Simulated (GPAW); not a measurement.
# Ballistic transport through H2 in line between two Cu chains, cheap and dear, part 2 of 2

How well does H2 in line between two Cu chains conduct at low bias, and how far do basis and functional move the answer?

GPAW 26.7.0; GPAW LCAO, PAW setups; Landauer transmission from Green's functions with principal layers (ASE), zero bias.

So far, transmission at the Fermi level (one spin): step 2 (GPAW, dzp, PBE, GPAW) 0.735; step 3 (basis szp(dzp), PBE, GPAW) 0.733; step 4 (basis sz(dzp), PBE, GPAW) 0.802; step 5 (LDA) 0.750.

### 8. Mixing 0.02, functional PBEsol

Mixing changes the road to self-consistency, not its end. The mixing history changes the road to self-consistency, not its end. The functional moves levels against the Fermi level.

This step: GPAW LCAO, PAW setups; Landauer transmission from Green's functions with principal layers (ASE), zero bias (GPAW 26.7.0).

Input file run.py:

```python
import json
import numpy as np
from ase import Atoms
from ase.transport.calculators import TransportCalculator
from gpaw import GPAW, FermiDirac
from gpaw.lcao.tools import get_lcao_hamiltonian
from scipy.linalg import eigh

# The junction with lead layers at both ends, along the third cell vector
device = Atoms(
    ['Cu', 'Cu', 'Cu', 'Cu', 'Cu', 'H', 'H', 'Cu', 'Cu', 'Cu', 'Cu', 'Cu'],
    positions=[
        [4.50000, 4.50000, 1.15000],
        [4.50000, 4.50000, 3.45000],
        [4.50000, 4.50000, 5.75000],
        [4.50000, 4.50000, 8.05000],
        [4.50000, 4.50000, 10.35000],
        [4.50000, 4.50000, 11.73300],
        [4.50000, 4.50000, 12.58300],
        [4.50000, 4.50000, 13.96600],
        [4.50000, 4.50000, 16.26600],
        [4.50000, 4.50000, 18.56600],
        [4.50000, 4.50000, 20.86600],
        [4.50000, 4.50000, 23.16600]],
    cell=[[9.0, 0.0, 0.0], [0.0, 9.0, 0.0], [0.0, 0.0, 24.316]],
    pbc=True)

# One principal layer of the lead: the first 3 atoms of the device
lead = Atoms(
    ['Cu', 'Cu', 'Cu'],
    positions=[
        [4.50000, 4.50000, 1.15000],
        [4.50000, 4.50000, 3.45000],
        [4.50000, 4.50000, 5.75000]],
    cell=[[9.0, 0.0, 0.0], [0.0, 9.0, 0.0], [0.0, 0.0, 6.9]],
    pbc=True)

settings = dict(mode='lcao', basis='dzp', xc='PBEsol', h=0.2,
                occupations=FermiDirac(0.1), maxiter=250,
                mixer=dict(beta=0.02, nmaxold=5, weight=100.0),
                convergence=dict(density=0.0001))
energies = np.arange(-2, 2 + 1e-9, 0.05)
eta = 0.0001
n1, n2 = 1, 1
# k and -k transmit alike, so half of the mesh across the current serves
mesh = [(i, j) for i in range(n1) for j in range(n2) if (i, j) <= (-i % n1, -j % n2)]
weights = np.array([1 if (i, j) == (-i % n1, -j % n2) else 2 for i, j in mesh]) / (n1 * n2)

# [... helper functions left out ...]
fermi_lead = ground_state(lead, (1, 1, 16), 'lead.txt')
fermi_device = ground_state(device, (1, 1, 3), 'device.txt')
# [... loop over the mesh left out, but for ...]
        # Shift the lead onto the potential of the device's first layer
        shift = ((H[:, 0, 0] - H0[:, 0, 0]) / S0[0, 0]).real.mean()
# [...]
kT = 8.617333e-5 * 500
bias = [0.1, 0.2, 0.5, 1.0, 1.5, 2.0]
# [... integrals and printing left out ...]
```

Command:

```
$ OMP_NUM_THREADS=1 OPENBLAS_NUM_THREADS=1 python run.py
```

Output:

```text
FileNotFoundError: Could not find required PAW dataset file "Cu.PBEsol".
```

Run time: 0.67 s. Hardware: 1 thread of Arm Neoverse V2, shared host; peak memory 0.1 GiB.

The input was rejected at the start.

The program's message: “FileNotFoundError: Could not find required PAW dataset file "Cu.PBEsol".”

### 9. A second varied run

A last run, with other settings again.

Changes to run.py since step 8:

```diff
@@ -37,5 +37,5 @@
 
-settings = dict(mode='lcao', basis='dzp', xc='PBEsol', h=0.2,
-                occupations=FermiDirac(0.1), maxiter=250,
-                mixer=dict(beta=0.02, nmaxold=5, weight=100.0),
+settings = dict(mode='lcao', basis='dzp', xc='PBE', h=0.5,
+                occupations=FermiDirac(0.1), maxiter=100,
+                mixer=dict(beta=0.1, nmaxold=8, weight=100.0),
                 convergence=dict(density=0.0001))
```

Output:

```text
basis functions: device 160, principal layer 45
Fermi level: lead -3.4283 eV, device -3.6629 eV; lead shifted by 0.3128 eV
largest coupling past the next layer 4.52e-05 eV, largest misfit of the first layer 1.835 eV
  E-E_F (eV)   T (one spin)  [channel counts left out]
    -2.000    3.7986e-01
    -1.950    3.6449e-01
    -1.900    4.1704e-01
    -1.850    6.8514e-01
    -1.800    9.9285e-01
    -1.750    8.9957e-01
    -1.700    7.3988e-01
    -1.650    4.2569e-01
    -1.600    3.3820e-01
    -1.550    3.0685e-01
    -1.500    2.9369e-01
    -1.450    2.8658e-01
    -1.400    2.7617e-01
    -1.350    2.8531e-01
    -1.300    2.6101e-01
    -1.250    4.7197e-03
[...]
1.650    9.9470e-01
     1.700    9.9633e-01
     1.750    9.9757e-01
     1.800    9.9846e-01
     1.850    9.9904e-01
     1.900    9.9935e-01
     1.950    9.9943e-01
     2.000    9.9931e-01
conductance at 500 K: 0.79573 G0 a cell; thermopower 1.802 uV/K
current from the zero-bias T(E) at 0.1 V: 6.1704 uA
current from the zero-bias T(E) at 0.2 V: 12.369 uA
current from the zero-bias T(E) at 0.5 V: 31.033 uA
current from the zero-bias T(E) at 1.0 V: 58.601 uA
current from the zero-bias T(E) at 1.5 V: 88.11 uA
current from the zero-bias T(E) at 2.0 V: 121.14 uA
```

It took 12 s on 1 thread; peak memory 0.2 GiB.

The run finished. A setting was moved off its sound value on purpose, so it serves as a test and not as the result.

The fault put into the input: a grid far too coarse (h = 0.5).

Side by side:

| quantity | this run | sound run | difference |
| --- | --- | --- | --- |
| conductance (G₀) | 0.79573 | 0.74177 | 0.0540 |
| largest coupling past the next principal layer (eV) | 4.517e-5 | 4.594e-5 | -7.7e-7 |
| largest misfit of the first principal layer (eV) | 1.8355 | 0.026582 | 1.81 |
| shift that aligns the lead (eV) | 0.31283 | -0.0018361 | 0.315 |
| transmission at the Fermi level (one spin) | 0.79027 | 0.73538 | 0.0549 |

The change shows clearly in the largest misfit of the first principal layer: 1.84 eV against 0.0266 eV.

### 10. Results

| Item | Value |
| --- | --- |
| conductance | 0.742 G₀ |
| transmission at the Fermi level, mean of the spins | 0.735 |

In words: In the dzp basis the junction conducts 0.742 G₀ at 500 K, with T = 0.735 a spin at the Fermi level; the sz basis reaches that conductance within 10 %. At the Fermi level one eigenchannel carries the current (0.74). Measured against the first run (dzp), the nearest curve is that of dzp-LDA (r.m.s. 0.038) and the farthest that of sz (0.21). Over the compared runs wall time goes from 22 s (dzp-LDA) to 27 s (szp), on a shared host. The geometry was built from estimated bond lengths and not relaxed, so the numbers describe this model structure. An evenly spaced straight chain is an idealisation: free chains tend to dimerise, zigzag or, where a band edge lies near the Fermi level, turn magnetic. The currents use the zero-bias T(E) throughout, which holds only while the bias is small against the distance to the nearest feature. The thermopower isn't quoted: it samples T(E) farther from the Fermi level than the conductance does, and the energy grid wasn't tested for it.

[Long decimals in the printed logs are rounded to 6 places.]

[Logs are printed without paths, hosts, clocks, repeated set-up lines and the standing remarks that a program may print on its own settings, such as how far it seeks lower states.]

[Hosts, paths, dates, database ids (printed as entryN), source tags and the programs' standing remarks are cut or masked in the printed files.]
